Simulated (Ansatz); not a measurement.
# Tl2Te (model cell, started as cuprite): following an unstable mode, part 3 of 3

Wanted: the energy along a soft mode of Tl2Te (model cell, started as cuprite) and the structure at the end.

Ansatz 0.2.0; DFT PBEsol, scalar-relativistic, plane waves, PAW.

So far. Step 4 (The mode frozen in, largest atomic shift 0.32 Å): The run ends at a pressure of 0.12 GPa, with forces up to 0.19 eV/Å. Step 5 (Energy along the mode, all amplitudes (two of the runs …): The lowest of the steps tried is at 0.32 Å, 4.88 meV/atom below the parent; the bottom of the well need not coincide with a step.

The structure was built from a prototype and need not be the compound's stable phase.

In doubt: the program warns that the response may not be converged on this k-mesh (step 2), which bears on dielectric and field responses.

## 6. Relaxing from the distorted cell (continued)

Relaxation path (22 of 23):

```
step  energy less that of the first step (eV)  largest force component (eV/Å)  pressure (GPa)  volume (Å³)
   1                                   0.0000                          0.1336            0.12       777.92
   2                                  -0.2115                          0.1401           -0.15       772.82
   3                                  -0.6219                          0.1819           -0.42       753.32
   4                                  -1.2076                          0.2042           -0.64       722.23
   5                                  -1.7571                          0.1374           -0.65       682.52
   6                                  -1.7891                          0.3459            0.16       614.14
   7                                  -2.0182                          0.0913           -0.11       623.68
   8                                  -2.0938                          0.0671           -0.10       611.09
   9                                  -2.2615                          0.1267           -0.01       588.82
  10                                  -2.4783                          0.1315           -0.16       568.00
  11                                  -2.7460                          0.1977           -0.15       541.47
  13                                  -3.2760                          0.2045            0.43       473.17
  14                                  -3.2959                          0.2818           -0.03       479.09
  15                                  -3.0958                          0.5111            1.34       461.37
  16                                  -3.3860                          0.1052            0.05       479.64
  17                                  -3.5561                          0.1298            0.39       474.48
  18                                  -3.6798                          0.0720            0.20       479.18
  19                                  -3.0749                          0.2033           -2.18       550.13
  20                                  -3.6909                          0.0061            0.06       482.77
  21                                  -3.6909                          0.0023            0.00       484.00
  22                                  -3.6909                          0.0015            0.00       484.05
 23*                                  -3.6823                          0.0015           -0.02       484.05
```

Relaxation steps marked * repeat the geometry before them on a plane-wave basis chosen anew for their cell, so energy and pressure can jump there. Other such steps can lie between the rows shown. Relaxation steps 15, 19 were tried and not accepted.

The run keeps the 16 symmetry operations that it works with, so distortions that break them were not tested.

```
     cell as run  before   after   change
           a (Å)  10.323   8.612  -16.6 %
           b (Å)  10.323  10.424   +1.0 %
           c (Å)  10.323  10.424   +1.0 %
           β (°)   60.00   52.76  -12.1 %
           γ (°)   60.00   52.76  -12.1 %
volume (Å³/atom)   64.83   40.34  -37.8 %
```

The atoms that moved most (Å, as changes of fractional coordinates times the final cell):

```
atom      dx      dy      dz  length
Tl12   0.300   0.553  -0.300   0.697
 Tl6  -0.300   0.553  -0.300   0.697
 Tl9  -0.300  -0.553  -0.300   0.697
 Tl7   0.300  -0.553  -0.300   0.697
Tl11  -0.300  -0.553   0.300   0.697
Tl10   0.300   0.553   0.300   0.697
 Tl8  -0.300   0.553   0.300   0.697
 Tl5   0.300  -0.553   0.300   0.697
```

Final coordinates:

```
Te Tl
1.0
     7.37096    4.45463    0.00000
     7.37096    0.00000    7.37096
     7.37096    0.00000   -7.37096
Te Tl
4 8
Direct
  0.14613 0.92694 0.92694
  0.85387 0.57306 0.57306
  0.64613 0.17694 0.67694
  0.35387 0.82306 0.32306
  0.11226 0.23855 0.94387
  0.38774 0.51145 0.30613
  0.61226 0.19387 0.98855
  0.88774 0.55613 0.26145
  0.11226 0.64919 0.94387
  0.38774 0.10081 0.30613
  0.61226 0.19387 0.39919
  0.88774 0.55613 0.85081
```

This step gave:

| Item | Value |
| --- | --- |
| pressure | -0.01939 GPa |
| volume per atom | 40.34 Å³ |
| gap on the k-mesh | 0 eV |

The distorted start has space group I4_1/amd; the relaxation ends in I4_1/amd.

## 7. Results

* unstable mode of the parent: q = (-0.5, -0.5, -0.5), 55i cm⁻¹
* depth at the lowest point sampled: 4.88 meV/atom
* largest atomic shift at that point: 0.32 Å
* space group reached (within 0.01 Å): I4_1/amd
* energy gained over the parent (first relaxation, on the mesh of the frozen mode): 312 meV/atom
* volume per atom, phase reached: 40.3 Å³

What this shows: Along this mode the structure falls into I4_1/amd, 312 meV/atom below the parent. At the parent's cell the well is 4.877 meV/atom deep on the steps tried, with its lowest point at a shift of 0.32 Å. Relaxing atoms and cell changes the gain by +306.80 meV/atom against the lowest step (energies at zero smearing). Most of the total comes from this relaxation. The modes of the phase reached were not computed on this path. Of the 6 patterns followed to their end from this parent, this one ends 271 meV/atom above the lowest, P4/nmm. Each path keeps the symmetry of its pattern, so a lower phase may lie along a pattern not tried. The program warns that the interpolation holds no quadrupole term, so branches close to Γ can be off in this crystal. In this run the field response is not settled by the k meshes in reach, so its dielectric tensor, Born charges and longitudinal modes are rough. The volume moved by more than a tenth on the k mesh of the start, so the energy gain is rough. Spin-orbit coupling is left out, which can matter for the heavy elements here. The starting cell was built on a prototype and not taken from a measurement, so the phase need not exist.

[Logs are printed without paths, hosts, clocks, repeated set-up lines and the standing remarks that a program may print on its own settings, such as how far it seeks lower states.]

[Hosts, paths, dates, database ids (printed as entryN), source tags and the programs' standing remarks are cut or masked in the printed files.]
